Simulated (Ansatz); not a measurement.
# The 3-layer 1T-HfS2 (AA) between two gates, part 2 of 3

How do the bands of the 3-layer 1T-HfS2 (AA) follow a displacement field between two gates?

Ansatz 0.2.0; plane-wave DFT, PBE-D3(BJ), Ansatz PAW (set soft_1); PAW set soft_1.

So far. Step 2 (Relaxing the slab): The lattice constant a goes from 3.640 to 3.610 Å.

### 3. Gated layer, displacement field 0

The slab is cut off from its images along the normal. Two sheets of opposite charge stand for the gates, so the stack stays neutral in a displacement field; barriers ahead of the sheets keep electrons from leaking to them. The uncharged case sets the zero.

The cell differs from the one that the last finished run ended in (c 62.236 → 60.074 Å).

The input, input.yaml:

```yaml
crystal:
  lattice:
    - [3.6097961623, 0.0, 0.0]
    - [-1.8048980812, 3.1261751791, 0.0]
    - [0.0, 0.0, 60.0741145327]
  atoms:
    - { symbol: S, position: [0.6666666667, 0.3333333333, 0.3795311871] }
    - { symbol: Hf, position: [0.0, 0.0, 0.403816414] }
    - { symbol: S, position: [0.3333333333, 0.6666666667, 0.42804713] }
    - { symbol: S, position: [0.6666666667, 0.3333333333, 0.4757794073] }
    - { symbol: Hf, position: [0.0, 0.0, 0.5] }
    - { symbol: S, position: [0.3333333333, 0.6666666667, 0.5242205927] }
    - { symbol: S, position: [0.6666666667, 0.3333333333, 0.57195287] }
    - { symbol: Hf, position: [0.0, 0.0, 0.596183586] }
    - { symbol: S, position: [0.3333333333, 0.6666666667, 0.6204688129] }
  periodic: [true, true, false]
  symmetry: { detect: true }
kpoints:
  mp_grid: { grid: [24, 24, 1] }
  band_path:
    path: [[0, 0, 0], [0.5, 0, 0], [0.33333333, 0.33333333, 0], [0, 0, 0]]
    npoints: 16
hamiltonian:
  xc: pbe
  dispersion: d3bj
  pseudopotentials: { kind: paw, azcp: { folder: soft_1 } }
scf:
  occupations: { method: fermi_dirac, width: 0.02585 }
  convergence: { dr2_threshold: 1.0e-10 }
output:
  forces: true
  eigenvalues: true
  dos: { projected: true, e_range: [-3, 3], de: 0.01 }
  write_potential: true
  write_density: true
  volumetric_format: npy
  elf: true
external_charges:
  - { charge: 0, barrier: 10, axis: 3, height: 40.774, sigma: 0.25 }
  - { charge: 0, barrier: 10, axis: 3, height: 19.3, sigma: 0.25 }
```

Started as:

```
> ansatz run input.yaml --threads 4 --pin off --max-ram 8192MiB --backend cpu --events-out ev --progress --plain --runs-dir out
```

Numbers of over 12 decimals in the logs are rounded to 6 here.

Output:

```text
[...]
Crystal: 9 atoms, lattice volume = 677.928 Å³
Basis set: ecut = 420 eV, 13089 PW (Γ), exchange–correlation on 50×50×810 points (8 copies of the dense FFT grid, shifted against one another)
Bands: 69, of which v1, the nominal top of the filled ones, is band 57 counted from 1 (56 counted from 0)
Symmetry: 12 space group operations
[...]
k-points: 61 of 576
[...]
SCF iter   1: F=—  HF=-52598.286633 eV  |F-HF|=—  |Δ(HF+E_count)|=         —  Δρ=2.86e-2  dr2=8.81e0  ethr=3.10e-3  ⟨swp⟩=15.6  Hψ=30662  notcnv=0  defer=8
[...]
SCF iter  15: F=-52595.721788 eV  HF=-52595.721788 eV  |F-HF|=4.07e-10  |Δ(HF+E_count)|=  2.04e-10  Δρ=4.30e-8  dr2=4.27e-11  ethr=1.00e-12  ⟨swp⟩=10.3  Hψ=30480  notcnv=0
SCF 1 converged in 15 iterations: F = -52595.721788 eV  dr2 = 4.27e-11
[...]
NSCF: frozen V_eff on 49 k-points
[...]
SCF converged after 15 iterations
Free energy (F): -52595.721788 eV
[...]
Internal energy: -52595.721788 eV  (E = F + TS)
E sigma→0 (E₀):  -52595.721788 eV
Fermi energy:    -5.754149 eV
[...]
--- Forces (eV/Å), atoms and charges each counted from 1 ---
  atom   1  S      0.00000000     0.00000000     0.00309151
  atom   2  Hf    -0.00000000    -0.00000000     0.00049439
  atom   3  S     -0.00000000    -0.00000000    -0.00049136
  atom   4  S      0.00000000     0.00000000     0.00082695
  atom   5  Hf     0.00000000     0.00000000     0.00000000
  atom   6  S     -0.00000000    -0.00000000    -0.00082695
  atom   7  S      0.00000000     0.00000000     0.00049136
  atom   8  Hf     0.00000000     0.00000000    -0.00049439
  atom   9  S     -0.00000000    -0.00000000    -0.00309151
  external charge   1     0.00000000     0.00000000     0.00382573
  external charge   2     0.00000000     0.00000000    -0.00382404
  max |Σ_I F_I| component, the external charges' with the atoms': 1.70e-6 eV/Å
--- Band table (eV; the first three rows and the last of 61) ---
  k-point 0: bands = [... 53 lower, -6.3387, -6.3387, -6.2915, -6.2915, -4.2955, -4.2955, -4.2666, -4.2666, ... 8 higher]
  k-point 1: bands = [... 53 lower, -6.4412, -6.3955, -6.3940, -6.3447, -4.2786, -4.2474, -4.2316, -4.2269, ... 8 higher]
  k-point 2: bands = [... 53 lower, -6.6334, -6.5422, -6.4843, -6.3806, -4.2776, -4.2437, -4.2272, -4.0414, ... 8 higher]
  k-point 60: bands = [... 53 lower, -8.1713, -8.1107, -8.1107, -7.9574, -3.5808, -3.4905, -3.4254, -2.8821, ... 8 higher]
```

Wall time 3.8 min (4 threads of Arm Neoverse V1, shared host); peak memory 2.9 GiB; 15 min of CPU time.

The column dr2 measures how far the density is from self-consistency, as an energy; F and HF (Harris–Foulkes) agree once it is small.

This step gave:

- gap on the k-mesh: 1.090 eV
- gap along the path: 1.090 eV
- smallest direct gap along the path: 1.914 eV
- gap, the smaller of path and mesh: 1.090 eV
- potential beyond the upper barrier and gate, less the barrier, from the Fermi level: 5.754 eV

Running mean over a fixed 2.5 Å (it still follows the layers) of the planar mean; beyond a gate it holds the 10 eV model barrier. The electron's electrostatic potential energy less the Fermi level by z:

| z (Å) | electron's electrostatic potential energy less the Fermi level (eV) |
| --- | --- |
| 6 | 15.8 |
| 8 | 15.8 |
| 10 | 15.8 |
| 12 | 15.8 |
| 14 | 15.8 |
| 16 | 15.8 |
| 18 | 15.3 |
| 20 | 7.95 |
| 22 | 0.451 |
| 24 | -7.59 |
| 26 | -2.24 |
| 28 | -0.860 |
| 30 | -7.52 |
| 32 | -1.18 |
| 34 | -1.87 |
| 36 | -7.62 |
| 38 | 0.0881 |
| 40 | 7.65 |
| 42 | 15.1 |
| 44 | 15.8 |
| 46 | 15.8 |
| 48 | 15.8 |
| 50 | 15.8 |
| 52 | 15.8 |
| 54 | 15.8 |
| 56 | 15.8 |

The density of states has structure finer than the step of the table below, so its rows give means over 0.2 eV, whole bins alone (the curve runs from -3 to 2.55 eV). Peaks (eV: height): -2.95: 27.9, -2.85: 22.4, -2.71: 17.4, -2.43: 9.29, -1.89: 11.7, -1.03: 8.30, 1.53: 8.98.

The density of states by energy, zero at the Fermi level of the run, which the smearing sets inside the gap; means over each step:

| energy (eV) | density of states (states/eV a cell) |
| --- | --- |
| -2.8 | 14.4 |
| -2.6 | 8.99 |
| -2.4 | 6.52 |
| -2.2 | 6.78 |
| -2.0 | 7.92 |
| -1.8 | 9.96 |
| -1.6 | 8.47 |
| -1.4 | 7.61 |
| -1.2 | 4.64 |
| -1.0 | 3.96 |
| -0.8 | 2.14 |
| -0.6 | 1.53 |
| -0.4 | 0 |
| -0.2 | 0 |
| 0.0 | 0 |
| 0.2 | 0 |
| 0.4 | 0 |
| 0.6 | 1.11 |
| 0.8 | 3.25 |
| 1.0 | 3.57 |
| 1.2 | 3.99 |
| 1.4 | 5.12 |
| 1.6 | 6.93 |
| 1.8 | 4.65 |
| 2.0 | 4.40 |
| 2.2 | 4.10 |
| 2.4 | 3.89 |

Projected DOS per atom over height of the atomic layer and energy from the Fermi level. Layers: S Hf S S Hf S S Hf S from below.

Values in states/eV, 22 rows by 9 columns, each cell a mean:
```
0.17 0.93 0.17 0.16 0.93 0.16 0.17 0.93 0.17
0.14 1.06 0.14 0.13 0.99 0.13 0.14 1.06 0.14
0.14 1.12 0.14 0.14 1.13 0.14 0.14 1.12 0.14
0.18 1.60 0.18 0.18 1.55 0.18 0.18 1.60 0.18
0.18 1.39 0.17 0.18 1.49 0.18 0.17 1.39 0.18
0.15 0.94 0.15 0.15 0.96 0.15 0.15 0.94 0.15
0.13 0.83 0.13 0.13 0.83 0.13 0.13 0.83 0.13
0.07 0.45 0.07 0.08 0.49 0.08 0.07 0.45 0.07
0.00 0.00 0.00 0.00 0.00 0.00 0.00 0.00 0.00
0.00 0.00 0.00 0.00 0.00 0.00 0.00 0.00 0.00
0.00 0.00 0.00 0.00 0.00 0.00 0.00 0.00 0.00
0.00 0.00 0.00 0.00 0.00 0.00 0.00 0.00 0.00
0.21 0.02 0.20 0.33 0.01 0.33 0.20 0.02 0.21
0.31 0.05 0.31 0.42 0.05 0.42 0.31 0.05 0.31
0.82 0.10 0.81 0.47 0.14 0.47 0.81 0.10 0.82
1.07 0.20 1.08 1.12 0.19 1.12 1.08 0.20 1.07
1.31 0.28 1.30 1.22 0.28 1.22 1.30 0.28 1.31
1.50 0.31 1.39 1.29 0.35 1.29 1.39 0.31 1.50
1.03 0.28 0.92 1.13 0.29 1.13 0.92 0.28 1.03
0.82 0.35 0.83 1.00 0.42 1.00 0.83 0.35 0.82
1.46 0.71 1.30 1.25 0.71 1.25 1.30 0.71 1.46
1.98 1.46 1.91 1.56 1.01 1.56 1.91 1.46 1.98
```
Columns: height of the atomic layer (Å) from 22.8 to 37.3 (not evenly spaced); rows upwards: energy from the Fermi level (eV) from -2.98 to 2.52.

The electronic bands at the labelled points (eV, zero at the Fermi level of the run, which the smearing sets inside the gap):

| point | band 54 | band 55 | band 56 | band 57 | band 58 | band 59 | band 60 | band 61 |
| --- | --- | --- | --- | --- | --- | --- | --- | --- |
| Γ | -0.58 | -0.58 | -0.54 | -0.54 | 1.46 | 1.46 | 1.49 | 1.49 |
| halfway | -1.41 | -1.40 | -1.16 | -0.89 | 1.03 | 1.05 | 1.08 | 2.74 |
| M | -1.77 | -1.63 | -1.54 | -1.48 | 0.55 | 0.62 | 0.66 | 3.61 |
| halfway | -2.37 | -2.15 | -1.96 | -1.77 | 1.37 | 1.49 | 1.59 | 3.33 |
| K | -2.42 | -2.36 | -2.36 | -2.20 | 2.17 | 2.26 | 2.33 | 2.87 |
| halfway | -2.16 | -1.30 | -1.19 | -1.12 | 1.70 | 1.79 | 1.88 | 1.97 |
| Γ | -0.58 | -0.58 | -0.54 | -0.54 | 1.46 | 1.46 | 1.49 | 1.49 |

Valence density in the ca plane at fractional y = 0.000, with atoms of Hf within 0.2 Å of it. It is the smooth field of the valence electrons, not physical close to the nuclei.

Values in e/Å³, 5 rows by 16 columns, each cell a mean:
```
 0  0  0  0  0  0  0  0  7  8  0  0  0  0 11  4
 0  0  0  0  0  0  0  0  0  0  0  0  0  0  0  0
 0  0  0  0  0  0  0  0  0  0  0  0  0  0  0  0
 0  0  0  0  0  0  0  0  1  1  0  0  0  0  1  0
 0  0  0  0  0  0  0  0 12 13  0  0  0  0 19  6
```
Columns run along c (16.0 Å, from fractional 0.26 to 0.52 of the cell), rows up along a (3.6 Å). Atoms in or near the plane, at fractional coordinates: Hf at (0.40, 0.00), Hf at (0.50, 0.00).

Electrostatic potential energy in the ca plane at fractional y = 0.000, with atoms of Hf within 0.2 Å of it. With pseudopotentials it is smooth inside the atoms' cores, unlike the true potential.

Ten even steps from '0' (-39 eV) to '9' (10 eV), each cell a mean:
```
99999999999887777777651010036777777765101004
99999999999887777777764100256777777776410035
99999999999887777777766544566777777766654456
99999999999887777777666666666677777666666666
99999999999887777776666666666677777666666666
99999999999887777777666656666677777766665666
99999999999887777777765322466777777776532346
99999999999887777777753000146777777765200014
99999999999887777777651021036777777765102103
```
Columns run along c (16.0 Å, from fractional 0.26 to 0.52 of the cell; values clipped at the 3rd and 97th percentile), rows up along a (3.6 Å). Atoms in or near the plane, at fractional coordinates: Hf at (0.40, 0.00), Hf at (0.50, 0.00).

ELF in the ca plane at fractional y = 0.000, with atoms of Hf within 0.2 Å of it. It is the smooth field of the valence electrons, not physical close to the nuclei.

Ten even steps from '0' (0.00) to '9' (0.85), each cell a mean:
```
00000000000000000000104999720100000001599972
00000000000000000023322577413320001332267631
00000000000000001357773211257752014776311125
00000000000000013578987422589973016898731258
00000000000000013689998523689984016899742368
00000000000000002468886211478873015888521147
00000000000000000235642343235641003564234323
00000000000000000011213799611210000121389851
00000000000000000000005999820000000001699982
```
Columns run along c (16.0 Å, from fractional 0.26 to 0.52 of the cell), rows up along a (3.6 Å). Atoms in or near the plane, at fractional coordinates: Hf at (0.40, 0.00), Hf at (0.50, 0.00).

The gap, the smaller of path and mesh, is 1.090 eV.

### 4. Gated layer, displacement field 0.905 V/nm

input.yaml: that of step 3 with these lines changed.

```diff
@@ -32,3 +32,2 @@
   eigenvalues: true
-  dos: { projected: true, e_range: [-3, 3], de: 0.01 }
   write_potential: true
@@ -36,5 +35,6 @@
   volumetric_format: npy
-  elf: true
 external_charges:
   - { charge: 0, barrier: 10, axis: 3, height: 40.774, sigma: 0.25 }
+  - { charge: -0.005642, axis: 3, height: 42.274, sigma: 0.5 }
   - { charge: 0, barrier: 10, axis: 3, height: 19.3, sigma: 0.25 }
+  - { charge: 0.005642, axis: 3, height: 17.8, sigma: 0.5 }
```

Output:

```text
[...]
Crystal: 9 atoms, lattice volume = 677.928 Å³
Basis set: ecut = 420 eV, 13089 PW (Γ), exchange–correlation on 50×50×810 points (8 copies of the dense FFT grid, shifted against one another)
Bands: 69, of which v1, the nominal top of the filled ones, is band 57 counted from 1 (56 counted from 0)
Symmetry: 6 space group operations
k-points: 61 of 576 (time reversal used)
[...]
SCF iter   1: F=—  HF=-52598.283802 eV  |F-HF|=—  |Δ(HF+E_count)|=         —  Δρ=2.86e-2  dr2=8.81e0  ethr=3.10e-3  ⟨swp⟩=15.8  Hψ=31064  notcnv=0  defer=9
[...]
SCF iter  17: F=-52595.719316 eV  HF=-52595.719316 eV  |F-HF|=4.58e-10  |Δ(HF+E_count)|=  6.69e-10  Δρ=5.88e-8  dr2=4.72e-11  ethr=1.00e-12  ⟨swp⟩=26.7  Hψ=43661  notcnv=0
SCF 1 converged in 17 iterations: F = -52595.719316 eV  dr2 = 4.72e-11
[...]
SCF converged after 17 iterations
Free energy (F): -52595.719316 eV
[...]
Internal energy: -52595.719316 eV  (E = F + TS)
E sigma→0 (E₀):  -52595.719316 eV
Fermi energy:    -5.752866 eV
[...]
--- Forces (eV/Å), atoms and charges each counted from 1 ---
  atom   1  S      0.00000000     0.00000000    -0.01521485
  atom   2  Hf    -0.00000000     0.00000000     0.03475472
  atom   3  S     -0.00000000    -0.00000000    -0.01626850
  atom   4  S      0.00000000     0.00000000    -0.01506929
  atom   5  Hf    -0.00000000    -0.00000000     0.03135075
  atom   6  S     -0.00000000     0.00000000    -0.01626809
  atom   7  S      0.00000000     0.00000000    -0.01575645
  atom   8  Hf     0.00000000     0.00000000     0.03387018
  atom   9  S     -0.00000000    -0.00000000    -0.02096407
  external charge   1     0.00000000     0.00000000     0.00361407
  external charge   2     0.00000000     0.00000000    -0.00025530
  external charge   3     0.00000000     0.00000000    -0.00404981
  external charge   4     0.00000000     0.00000000     0.00025511
  max |Σ_I F_I| component, the external charges' with the atoms': 1.53e-6 eV/Å
--- Band table (eV; the first three rows and the last of 61) ---
  k-point 0: bands = [... 53 lower, -6.3627, -6.3627, -6.2317, -6.2317, -4.3614, -4.3614, -4.2818, -4.2818, ... 8 higher]
  k-point 1: bands = [... 53 lower, -6.4287, -6.4185, -6.3571, -6.2869, -4.3428, -4.2917, -4.2624, -4.2119, ... 8 higher]
  k-point 2: bands = [... 53 lower, -6.6679, -6.5631, -6.4300, -6.3738, -4.3405, -4.2589, -4.1501, -4.1064, ... 8 higher]
  k-point 60: bands = [... 53 lower, -8.1761, -8.0971, -8.0662, -7.9378, -3.6175, -3.5040, -3.3763, -2.9138, ... 8 higher]
```

Elapsed: 3.7 min, on 4 threads; peak memory 2.4 GiB; 15 min of CPU time.

This step gave:

```yaml
gap_on_the_k_mesh: 0.9843 eV
gap_along_the_path: 0.9843 eV
smallest_direct_gap_along_the_path: 1.839 eV
gap_the_smaller_of_path_and_mesh: 0.9843 eV
potential_beyond_the_upper_barrier_and_gate_less_the_barrier_from_the_fermi_level: 6.217 eV
```

Electronic bands along the path, in eV, zero at the Fermi level of the run, which the smearing sets inside the gap:

| point | band 54 | band 55 | band 56 | band 57 | band 58 | band 59 | band 60 | band 61 |
| --- | --- | --- | --- | --- | --- | --- | --- | --- |
| Γ | -0.61 | -0.61 | -0.48 | -0.48 | 1.39 | 1.39 | 1.47 | 1.47 |
| halfway | -1.42 | -1.36 | -1.16 | -0.88 | 0.96 | 1.05 | 1.15 | 2.68 |
| M | -1.80 | -1.65 | -1.50 | -1.48 | 0.51 | 0.61 | 0.72 | 3.53 |
| halfway | -2.34 | -2.17 | -1.96 | -1.75 | 1.34 | 1.48 | 1.62 | 3.27 |
| K | -2.42 | -2.34 | -2.31 | -2.19 | 2.14 | 2.25 | 2.38 | 2.84 |
| halfway | -2.08 | -1.34 | -1.21 | -1.08 | 1.67 | 1.78 | 1.89 | 1.97 |
| Γ | -0.61 | -0.61 | -0.48 | -0.48 | 1.39 | 1.39 | 1.47 | 1.47 |

The gap, the smaller of path and mesh, is 0.984 eV.

### 5. Gated layer, displacement field 1.81 V/nm

input.yaml: that of step 4 with these lines changed.

```diff
@@ -37,4 +37,4 @@
   - { charge: 0, barrier: 10, axis: 3, height: 40.774, sigma: 0.25 }
-  - { charge: -0.005642, axis: 3, height: 42.274, sigma: 0.5 }
+  - { charge: -0.011285, axis: 3, height: 42.274, sigma: 0.5 }
   - { charge: 0, barrier: 10, axis: 3, height: 19.3, sigma: 0.25 }
-  - { charge: 0.005642, axis: 3, height: 17.8, sigma: 0.5 }
+  - { charge: 0.011285, axis: 3, height: 17.8, sigma: 0.5 }
```

Output:

```text
[...]
Crystal: 9 atoms, lattice volume = 677.928 Å³
Basis set: ecut = 420 eV, 13089 PW (Γ), exchange–correlation on 50×50×810 points (8 copies of the dense FFT grid, shifted against one another)
Bands: 69, of which v1, the nominal top of the filled ones, is band 57 counted from 1 (56 counted from 0)
Symmetry: 6 space group operations
k-points: 61 of 576 (time reversal used)
[...]
--- Band table (eV; the first three rows and the last of 61) ---
  k-point 0: bands = [... 53 lower, -6.3716, -6.3716, -6.1463, -6.1463, -4.4529, -4.4529, -4.2834, -4.2834, ... 8 higher]
  k-point 1: bands = [... 53 lower, -6.4277, -6.4096, -6.2811, -6.2021, -4.4340, -4.3829, -4.2641, -4.2135, ... 8 higher]
  k-point 2: bands = [... 53 lower, -6.6715, -6.5729, -6.3538, -6.3466, -4.4314, -4.2607, -4.1978, -4.0605, ... 8 higher]
  k-point 60: bands = [... 53 lower, -8.1855, -8.0463, -7.9883, -7.8882, -3.6945, -3.5110, -3.2954, -2.9768, ... 8 higher]
[key lines of the parts left out:]
SCF converged after 19 iterations
Free energy (F): -52595.711899 eV
Fermi energy:    -5.752952 eV
```

Elapsed: 3.8 min, on 4 threads; peak memory 2.4 GiB; 15 min of CPU time.

The gap, the smaller of path and mesh, is 0.815 eV.

### 6. Gated layer, displacement field 2.71 V/nm

input.yaml: that of step 5 with these lines changed.

```diff
@@ -37,4 +37,4 @@
   - { charge: 0, barrier: 10, axis: 3, height: 40.774, sigma: 0.25 }
-  - { charge: -0.011285, axis: 3, height: 42.274, sigma: 0.5 }
+  - { charge: -0.016927, axis: 3, height: 42.274, sigma: 0.5 }
   - { charge: 0, barrier: 10, axis: 3, height: 19.3, sigma: 0.25 }
-  - { charge: 0.011285, axis: 3, height: 17.8, sigma: 0.5 }
+  - { charge: 0.016927, axis: 3, height: 17.8, sigma: 0.5 }
```

Output:

```text
[...]
Crystal: 9 atoms, lattice volume = 677.928 Å³
Basis set: ecut = 420 eV, 13089 PW (Γ), exchange–correlation on 50×50×810 points (8 copies of the dense FFT grid, shifted against one another)
Bands: 69, of which v1, the nominal top of the filled ones, is band 57 counted from 1 (56 counted from 0)
Symmetry: 6 space group operations
k-points: 61 of 576 (time reversal used)
[...]
--- Band table (eV; the first three rows and the last of 61) ---
  k-point 0: bands = [... 53 lower, -6.3754, -6.3754, -6.0585, -6.0585, -4.5455, -4.5455, -4.2852, -4.2852, ... 8 higher]
  k-point 1: bands = [... 53 lower, -6.4317, -6.3828, -6.1968, -6.1147, -4.5266, -4.4756, -4.2659, -4.2154, ... 8 higher]
  k-point 2: bands = [... 53 lower, -6.5892, -6.5772, -6.3221, -6.2598, -4.5240, -4.2905, -4.2627, -4.0308, ... 8 higher]
  k-point 60: bands = [... 53 lower, -8.1938, -7.9825, -7.8989, -7.8225, -3.7817, -3.5145, -3.2097, -3.0542, ... 8 higher]
[key lines of the parts left out:]
SCF converged after 19 iterations
Free energy (F): -52595.699543 eV
Fermi energy:    -5.754237 eV
```

The job ended after 4.1 min (4 threads; peak memory 2.4 GiB; 16 min of CPU time).

The gap, the smaller of path and mesh, is 0.637 eV.

### 7. Gated layer, displacement field 3.62 V/nm

input.yaml: that of step 6 with these lines changed.

```diff
@@ -32,2 +32,3 @@
   eigenvalues: true
+  dos: { projected: true, e_range: [-3, 3], de: 0.01 }
   write_potential: true
@@ -35,6 +36,7 @@
   volumetric_format: npy
+  elf: true
 external_charges:
   - { charge: 0, barrier: 10, axis: 3, height: 40.774, sigma: 0.25 }
-  - { charge: -0.016927, axis: 3, height: 42.274, sigma: 0.5 }
+  - { charge: -0.02257, axis: 3, height: 42.274, sigma: 0.5 }
   - { charge: 0, barrier: 10, axis: 3, height: 19.3, sigma: 0.25 }
-  - { charge: 0.016927, axis: 3, height: 17.8, sigma: 0.5 }
+  - { charge: 0.02257, axis: 3, height: 17.8, sigma: 0.5 }
```

Output:

```text
[...]
Crystal: 9 atoms, lattice volume = 677.928 Å³
Basis set: ecut = 420 eV, 13089 PW (Γ), exchange–correlation on 50×50×810 points (8 copies of the dense FFT grid, shifted against one another)
Bands: 69, of which v1, the nominal top of the filled ones, is band 57 counted from 1 (56 counted from 0)
Symmetry: 6 space group operations
k-points: 61 of 576 (time reversal used)
[...]
--- Band table (eV; the first three rows and the last of 61) ---
  k-point 0: bands = [... 53 lower, -6.3788, -6.3653, -5.9710, -5.9710, -4.6385, -4.6385, -4.2876, -4.2876, ... 8 higher]
  k-point 1: bands = [... 53 lower, -6.4352, -6.3480, -6.1109, -6.0273, -4.6195, -4.5685, -4.2684, -4.2178, ... 8 higher]
  k-point 2: bands = [... 53 lower, -6.5808, -6.5062, -6.2804, -6.1728, -4.6170, -4.3835, -4.2653, -4.0332, ... 8 higher]
  k-point 60: bands = [... 53 lower, -8.2003, -7.9142, -7.8055, -7.7490, -3.8721, -3.5177, -3.1378, -3.1235, ... 8 higher]
[key lines of the parts left out:]
SCF converged after 18 iterations
Free energy (F): -52595.682251 eV
Fermi energy:    -5.756309 eV
```

Wall time 4 min (4 threads); peak memory 2.8 GiB; 16 min of CPU time.

(Part 2 of 3 ends here.)

[Logs are printed without paths, hosts, clocks, repeated set-up lines and the standing remarks that a program may print on its own settings, such as how far it seeks lower states.]

[Hosts, paths, dates, database ids (printed as entryN), source tags and the programs' standing remarks are cut or masked in the printed files.]

[Maps of the electrostatic potential energy from Ansatz leave out the sawtooth potential of an applied field or a dipole correction, so their vacuum need not be flat; planar profiles and work functions include it.]

[The density of states shown here was stored with 400 of the rows of the run's finer table, so its peaks can read low, often by over a quarter, or be missed, and its means over a window can be off by a tenth or more.]
